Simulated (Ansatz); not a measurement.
# Bilayer T-SnSe2 in a field along the normal: induced dipole (PBEsol)

A gate puts a field across bilayer T-SnSe2. How large is the induced dipole, and what happens to the gap?

All values are computed: Ansatz 0.2.0, PBEsol, plane waves, no spin–orbit coupling; sawtooth field with a dipole correction, atoms held at their zero-field places, cell area 12.58 Å². The field is the one in the vacuum. Energy changes count from the zero-field run.

```
field (V/Å)  dipole (e·Å)  energy change (meV)  gap on the path (eV)
       0.05         0.037                 -0.9                  0.56
        0.1             ?                    ?                     ?
        0.2         0.147                -14.7                  0.56
        0.3         0.221                -33.2                  0.55
        0.4         0.295                -59.0                  0.55
```

**Fit.** A least-squares line through the shown values, as rounded, is dipole = 0.000 + 0.737 × field (V/Å); it misses them by 0.000 e·Å at most. The fit misses the rows by 0.000 e·Å on average, and their plain mean by 0.083 e·Å, so the fit does better. The slope is the electronic polarisability of the cell, α = 0.737 e·Å²/V. It also sets the energy, −αF²/2 for a sheet without a dipole of its own: -59.0 meV at 0.4 V/Å. From the weakest to the strongest field the gap on the path changes by -0.01 eV.

**The withheld row.** The prediction is 0.000 + 0.737 × (0.1) = 0.074 e·Å. The run gave dipole 0.074 e·Å, energy change -3.7 meV, gap on the path 0.56 eV. The miss in dipole is +0.000 e·Å, within the scatter of the fitted rows. The mean of the shown rows would have missed by -0.101 e·Å.

Ions don't move, so the lattice part of the screening is missing; semilocal functionals overestimate polarisabilities somewhat.

[Logs are printed without paths, hosts, clocks, repeated set-up lines and the standing remarks that a program may print on its own settings, such as how far it seeks lower states.]
